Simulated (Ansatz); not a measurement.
## Al2O3 (Corundum): a many-body input that goes wrong, and its mend

Aim: the G0W0 gap of Al2O3 (Corundum). The first input has a fault.

Method: G0W0 on PBE, plane waves, PAW, in Ansatz 0.2.0.

**1. Set-up**

The structure is trigonal, space group R-3c (No. 167). The conventional cell has a = 4.760 Å, b = 4.760 Å, c = 12.996 Å, α = 90.00°, β = 90.00°, γ = 120.00°. Al has 6 O at 1.85 to 1.97 Å nearest. Nearest to O lie 4 Al at 1.85 to 1.97 Å. Farther neighbours and most contacts between anions are not listed.

The cell and positions come from the Crystallography Open Database and are kept as given unless a step says otherwise. The default PAW set here is soft_2. Its files were made with PBE.

**2. First try**

Contents of input.yaml:

```yaml
crystal:
  lattice:
    - [2.38025, 1.3742379782, 4.3318666667]
    - [-2.38025, 1.3742379782, 4.3318666667]
    - [0.0, -2.7484759565, 4.3318666667]
  atoms:
    - { symbol: Al, position: [0.35216, 0.35216, 0.35216] }
    - { symbol: Al, position: [0.14784, 0.14784, 0.14784] }
    - { symbol: Al, position: [0.64784, 0.64784, 0.64784] }
    - { symbol: Al, position: [0.85216, 0.85216, 0.85216] }
    - { symbol: O, position: [0.55668, 0.94332, 0.25] }
    - { symbol: O, position: [0.25, 0.55668, 0.94332] }
    - { symbol: O, position: [0.94332, 0.25, 0.55668] }
    - { symbol: O, position: [0.44332, 0.05668, 0.75] }
    - { symbol: O, position: [0.75, 0.44332, 0.05668] }
    - { symbol: O, position: [0.05668, 0.75, 0.44332] }
kpoints:
  mp_grid: { grid: [4, 4, 4] }
hamiltonian:
  xc: pbe
scf:
  occupations: { method: fixed }
gw:
  n_empty_bands: 138
  ecut_chi: 10
  qp_bands: [v3, c3]
  qp_kpoints: band_edges
  screening: { model: contour_deformation }
```

Command:

```bash
$ ansatz run input.yaml --threads 3 --pin off --max-ram 92160MiB --backend cuda --events-out ev --progress --plain --runs-dir out --devices 1 --max-vram 13GiB
```

Numbers of over 12 decimals in the logs are rounded to 6 here.

The log of the run:

```text
GPUs: using 1 of 1 available (devices: 1).
Engine: ansatz 0.2.0, x86_64-unknown-linux-gnu
Pseudopotentials: kind: paw
Pseudopotential: Al, paw, valence charge 3, recommended cutoff 420 eV (normal), Al.paw.azcp
Pseudopotential: O, paw, valence charge 6, recommended cutoff 420 eV (normal), O.paw.azcp
Functional definition: PBE
  parameter kappa = 0.804
  parameter beta = 0.066725
  exchange = pbe_x(kappa = kappa, mu = beta*pi^2/3)
  correlation = pbe_c(beta = beta)
device memory: the entry about to start is reckoned to put 1.7 GiB on a device that reports 41.1 GiB free (of which the cap on the GPU budget leaves the run 13.0 GiB)
GPU FFT provider: cuFFT
GPU libraries: cuBLAS 13.8.2, cuFFT 12.4.0, cuSOLVER 12.3.4
Crystal: 10 atoms, lattice volume = 85.018 Å³
Basis set: ecut = 420 eV, 1653 PW (Γ)
Bands: 34, of which v1, the nominal top of the filled ones, is band 24 counted from 1 (23 counted from 0)
Symmetry: 12 space group operations
Space group: R-3c (ITA 167), of the structure as read, at distance tolerance 4.4e-5 Å
k-points: 13 of 64
Non-local potential: Al, projectors of the file, l = 0: 2, l = 1: 2, l = 2: 1
Non-local potential: O, projectors of the file, l = 0: 2, l = 1: 2, l = 2: 1
PAW form: soft (Blöchl's): semilocal exchange-correlation on the pseudo side does not see the compensation charge
PAW one-centre angular grid: Al, 110 points (default); XC on 64 Gauss nodes
PAW one-centre angular grid: O, 110 points (default); XC on 64 Gauss nodes
Initial density: superposition of atomic densities (neutral atoms: chi_scale 0, normalization atom), corrected by the library's trained network
Initial wavefunctions: pseudopotential atomic-orbital guess
GPU buffer pool allocated for 46656 grid points (all kernels)
GPU transforms: local potential and band sums: pruned to the plane-wave sphere, on 36×36×36
Functional: x = pbe(κ = 0.804, μ = 0.219515), c = pbe(β = 0.066725)
SCF iter   1: F=—  HF=-5569.548618 eV  |F-HF|=—  |Δ(HF+E_count)|=         —  Δρ=1.69e-3  dr2=1.16e-3  ethr=1.77e-3  ⟨swp⟩=5.3  Hψ=1777  notcnv=0  defer=87
preconditioner: auto → Resta (q_TF=auto, 2.480 Å⁻¹)  ε∞=3.5  [insulator: Δε(μ)=6.209 eV  Ē_g=17.621 eV  n_scr=20 (ndim 8)  ℏωp=27.9 eV  f_vac=0.000  ε∞_Penn≈3.5]
SCF iter   2: F=—  HF=-5569.550190 eV  |F-HF|=—  |Δ(HF+E_count)|=   1.57e-3  Δρ=8.67e-4  dr2=2.49e-4  ethr=2.42e-6  ⟨swp⟩=2.1  Hψ=885  notcnv=0  defer=104
SCF iter   3: F=—  HF=-5569.550790 eV  |F-HF|=—  |Δ(HF+E_count)|=   6.00e-4  Δρ=2.46e-4  dr2=2.78e-5  ethr=5.20e-7  ⟨swp⟩=2.0  Hψ=656  notcnv=0  defer=104
SCF iter   4: F=—  HF=-5569.550832 eV  |F-HF|=—  |Δ(HF+E_count)|=   4.24e-5  Δρ=4.77e-5  dr2=1.01e-6  ethr=5.79e-8  ⟨swp⟩=2.0  Hψ=628  notcnv=0  defer=88
iter 5 did not close the SCF: its close was put off for the readings that it lacked (scf_convergence_deferred on its scf_iter line)
SCF iter   5: F=-5569.550833 eV  HF=-5569.550833 eV  |F-HF|=1.08e-8  |Δ(HF+E_count)|=   1.09e-6  Δρ=9.38e-6  dr2=3.27e-8  ethr=2.10e-9  ⟨swp⟩=2.0  Hψ=704  notcnv=0  defer=90
SCF iter   6: F=-5569.550833 eV  HF=-5569.550833 eV  |F-HF|=1.32e-9  |Δ(HF+E_count)|=   2.51e-9  Δρ=2.09e-6  dr2=2.10e-9  ethr=6.81e-11  ⟨swp⟩=10.0  Hψ=2376  notcnv=0
SCF 1 converged in 6 iterations: F = -5569.550833 eV  dr2 = 2.10e-9
[...]
device memory: the entry about to start is reckoned to put 2.3 GiB on a device that reports 40.5 GiB free (of which the cap on the GPU budget leaves the run 13.0 GiB)
NSCF: frozen V_eff on 13 k-points
[...]
device memory: the entry about to start is reckoned to put 3.9 GiB on a device that reports 40.0 GiB free (of which the cap on the GPU budget leaves the run 13.0 GiB)
NSCF: frozen V_eff on 13 k-points
G₀W₀ screening: q 1/13
[... further progress lines ...]
device memory: the entry about to start is reckoned to put 0.5 GiB on a device that reports 36.9 GiB free (of which the cap on the GPU budget leaves the run 13.0 GiB)
NSCF: frozen V_eff on 1 k-points
device memory: the entry about to start is reckoned to put 0.5 GiB on a device that reports 36.8 GiB free (of which the cap on the GPU budget leaves the run 13.0 GiB)
NSCF: frozen V_eff on 1 k-points
device memory: the entry about to start is reckoned to put 0.5 GiB on a device that reports 36.7 GiB free (of which the cap on the GPU budget leaves the run 13.0 GiB)
NSCF: frozen V_eff on 1 k-points
SCF converged after 6 iterations
Free energy (F): -5569.550833 eV
Harris-Foulkes:  -5569.550833 eV  (|F-HF|=1.32e-9)
Internal energy: -5569.550833 eV  (E = F + TS)
E sigma→0 (E₀):  -5569.550833 eV
Fermi energy:    7.750965 eV
--- Per-component energies (eV) ---
  E_band       = 66.968517
  E_kinetic    = 1184.755987
  E_local      = -1979.100557  (includes V_loc(G=0)·N_el)
  E_nonlocal   = 324.570045
  E_hartree    = 734.071986
  E_xc         = -613.960366
  E_vxc        = -697.572498  (∫ρ·V_xc dr)
  E_paw        = -2822.172533  (= ΣΔE_a)
  E_vpaw       = -233.842790  (= ΣTr[D̂ρ^β])
  E_aug_tail   = 0.015174  (compensation charges beyond the density's cutoff)
  E_ewald      = -2397.730569
  E_smearing   = -0.000000  (= −TS)
  E_closure    = 0.000000  (closes the sum)
  Σ components = -5569.550833   (vs F -5569.550833, Δ=0.00e0)
--- Band table (eV; the first three rows and the last of 13) ---
  k-point 0: bands = [... 20 lower, 7.2534, 7.7066, 7.7066, 7.7510, 13.9678, 16.9106, 18.5127, 19.2898, ... 6 higher]
  k-point 1: bands = [... 20 lower, 6.9864, 7.3014, 7.5967, 7.6382, 15.2220, 17.8162, 17.9062, 18.5498, ... 6 higher]
  k-point 2: bands = [... 20 lower, 6.8416, 6.8416, 7.4771, 7.4771, 17.2217, 17.2217, 17.4052, 17.4052, ... 6 higher]
  k-point 12: bands = [... 20 lower, 7.3684, 7.3684, 7.3684, 7.3684, 16.4293, 16.4293, 18.8590, 18.8590, ... 6 higher]
--- G₀W₀: contour deformation, 5 samples at zero and on the imaginary axis and 2 off it, 64 q-points, 138 empty bands' worth ---
  eigenvalues of the whole cell's RPA ε∞ on this k-mesh (on a slab, of 1 + 4πα/V) = 3.2749, 3.3162, 3.3162; static W/v taken at q = 0 is 0.302742
  bands read: the sum over 162 bands ends inside a degenerate multiplet in 2 slots, whose members it reads at an even weight; the widest, k=12: bands 161 to 164 (counted from 1) at 2/4 each
  gw.qp_kpoints: band_edges: 11 of 13 stored k-points solved, in 1 pass; an edge of the gap read off the rows below is read off those points alone
    valence top: of the k-points left out ik 10 came nearest to being solved in a further pass, in band 24 (counted from 1, as in the quasiparticle table): it holds the edge there only if its correction is more favourable than any solved in that band by at least 0.513 eV; those differ by 0.146 eV
    conduction bottom: of the k-points left out ik 10 came nearest to being solved in a further pass, in band 25 (counted from 1, as in the quasiparticle table): it holds the edge there only if its correction is more favourable than any solved in that band by at least 2.787 eV; those differ by 0.298 eV
    ik  band        ε_KS         Σx   Σc(E_QP)       V_xc       Z   E_QP_lin       E_QP  E_QP is
     0    22      7.7066   -26.9900     3.5742   -21.3928  0.8733     5.6605     5.6837  root
     0    23      7.7066   -26.9900     3.5742   -21.3928  0.8733     5.6605     5.6837  root
     0    24      7.7510   -26.9138     3.5554   -21.3873  0.8736     5.7581     5.7799  root
     0    25     13.9678   -11.3835    -3.3589   -16.6328  0.8825    15.8745    15.8582  root
     0    26     16.9106    -7.9116    -3.6305   -13.5347  0.8807    18.9232    18.9032  root
     0    27     18.5127   -10.0280    -3.8451   -16.4078  0.8763    21.0845    21.0474  root
     1    22      7.3014   -26.5359     3.6998   -20.7076  0.8702     5.1457     5.1729  root
     1    23      7.5967   -26.8143     3.6249   -21.1261  0.8722     5.5087     5.5334  root
     1    24      7.6382   -26.8054     3.6107   -21.1611  0.8725     5.5809     5.6047  root
     1    25     15.2220   -11.9853    -3.4460   -17.4196  0.8793    17.2299    17.2104  root
     1    26     17.8162    -9.4428    -3.7358   -15.5046  0.8784    20.1716    20.1422  root
     1    27     17.9062    -8.6801    -3.7527   -14.5585  0.8771    20.0568    20.0319  root
     2    22      6.8416   -26.1453     3.8070   -20.1231  0.8676     4.5953     4.6263  root
     2    23      7.4771   -26.6211     3.6841   -20.8352  0.8709     5.3491     5.3754  root
[...]
12    23      7.3684   -26.7487     3.6615   -20.9898  0.8715     5.2451     5.2709  root
    12    24      7.3684   -26.7487     3.6615   -20.9898  0.8715     5.2451     5.2709  root
    12    25     16.4293   -10.5419    -3.6528   -16.2397  0.8770    18.4966    18.4743  root
    12    26     16.4293   -10.5419    -3.6528   -16.2397  0.8770    18.4966    18.4743  root
    12    27     18.8590    -7.1141    -3.8151   -13.0268  0.8778    20.9810    20.9567  root
```

Wall time 16 s (1 × NVIDIA H100 80GB HBM3 (shared by 6 runs) with 3 threads of AMD EPYC 7R13 (Zen 3), shared host); peak memory 1.1 GiB; 25 s of CPU time.

**Diagnosis.**

The run ended normally, though the input holds a fault or crude settings.

The fault: screening cutoff of 10 eV. Nearly all local fields and short-range correlation are left out.

It printed a gap of 10.08 eV, which is an artefact of the settings.

**3. A better input**

Now the one-shot GW correction: screening in the RPA, then the self-energy of the levels asked for.

input.yaml: that of step 2 with these lines changed.

```diff
@@ -23,4 +23,4 @@
 gw:
-  n_empty_bands: 138
-  ecut_chi: 10
+  n_empty_bands: 164
+  ecut_chi: 90
   qp_bands: [v3, c3]
```

The log of the run:

```text
GPUs: using 1 of 1 available (devices: 1).
[...]
GPU FFT provider: cuFFT
GPU libraries: cuBLAS 13.8.2, cuFFT 12.4.0, cuSOLVER 12.3.4
Crystal: 10 atoms, lattice volume = 85.018 Å³
Basis set: ecut = 420 eV, 1653 PW (Γ)
Bands: 34, of which v1, the nominal top of the filled ones, is band 24 counted from 1 (23 counted from 0)
[... 1 set-up line as in the run before ...]
[...]
k-points: 13 of 64
[...]
GPU buffer pool allocated for 46656 grid points (all kernels)
[...]
SCF iter   1: F=—  HF=-5569.548618 eV  |F-HF|=—  |Δ(HF+E_count)|=         —  Δρ=1.69e-3  dr2=1.16e-3  ethr=1.77e-3  ⟨swp⟩=5.3  Hψ=1777  notcnv=0  defer=87
[...]
SCF iter   6: F=-5569.550833 eV  HF=-5569.550833 eV  |F-HF|=1.32e-9  |Δ(HF+E_count)|=   2.51e-9  Δρ=2.09e-6  dr2=2.10e-9  ethr=6.81e-11  ⟨swp⟩=10.0  Hψ=2376  notcnv=0
SCF 1 converged in 6 iterations: F = -5569.550833 eV  dr2 = 2.10e-9
[...]
0    22      7.7066   -26.9900     4.5133   -21.3928  0.8112     6.6150     6.6228  root
     0    23      7.7066   -26.9900     4.5133   -21.3928  0.8112     6.6150     6.6228  root
     0    24      7.7510   -26.9138     4.4630   -21.3873  0.8118     6.6800     6.6875  root
     0    25     13.9678   -11.3835    -3.8645   -16.6328  0.8537    15.3614    15.3526  root
     0    26     16.9106    -7.9116    -4.2590   -13.5347  0.8568    18.2845    18.2747  root
     0    27     18.5127   -10.0280    -4.4298   -16.4078  0.8471    20.4853    20.4627  root
     1    22      7.3014   -26.5359     4.6191   -20.7076  0.8086     6.0817     6.0921  root
     1    23      7.5967   -26.8143     4.5569   -21.1261  0.8103     6.4567     6.4654  root
[...]
12    24      7.3684   -26.7487     4.5898   -20.9898  0.8097     6.1897     6.1992  root
    12    25     16.4293   -10.5419    -4.1221   -16.2397  0.8466    18.0184    18.0050  root
    12    26     16.4293   -10.5419    -4.1221   -16.2397  0.8466    18.0184    18.0050  root
    12    27     18.8590    -7.1141    -4.4304   -13.0268  0.8564    20.3540    20.3413  root
[key lines of the parts left out:]
SCF converged after 6 iterations
Free energy (F): -5569.550833 eV
Fermi energy:    7.750965 eV
```

Elapsed: 18 s, on 1 × NVIDIA H100 80GB HBM3 (shared by 6 runs) with 3 threads; peak memory 1.1 GiB; 14 s of CPU time.

This step gave:

| Item | Value |
| --- | --- |
| bands summed | 188 |
| RPA ε∞ on this mesh (eigenvalues) | 3.106, 3.125, 3.125 |
| plane waves in the screening matrix | 169 |
| q-points in the mesh | 64 |
| G0W0 gap on the mesh | 8.665 eV |
| k of the valence top | 0, 0, 0 |
| k of the conduction bottom | 0, 0, 0 |
| starting gap on the mesh | 6.217 eV |
| Z at the valence top | 0.8118 |
| Z at the conduction bottom | 0.8537 |
| least direct G0W0 gap on the computed points | 8.665 eV |

The gap on the mesh goes from 6.22 eV to 8.67 eV, a correction of +2.45 eV. Between the two edge states, bare exchange in place of the xc potential would open the gap by 10.78 eV, and correlation takes back 8.33 eV.

**4. What came out**

| Property | Result |
| --- | --- |
| first try | converged after 16 s |
| better run | G0W0 gap on the mesh 8.67 eV (4×4×4 mesh, 164 empty bands, screening to 90 eV) |

In words: The second run differs in: empty bands and screening cutoff (eV). Bands and cutoff are finite, so the gap is not at the basis limit. The miss can reach some tenths of an eV and take either sign; the mesh is an error of its own.

[Paths, hosts, dates, memory and timing lines, banners, echoed tables and standing remarks are left out of the program output.]

[Logs are printed without paths, hosts, clocks, repeated set-up lines and the standing remarks that a program may print on its own settings, such as how far it seeks lower states.]

[Runs of the session that timed out or met a known fault of the program may be left out.]

[Cells called generated may have been cut or substituted from an entry of the Crystallography Open Database or the Materials Project.]

[Hosts, paths, dates, database ids (printed as entryN), source tags and the programs' standing remarks are cut or masked in the printed files.]
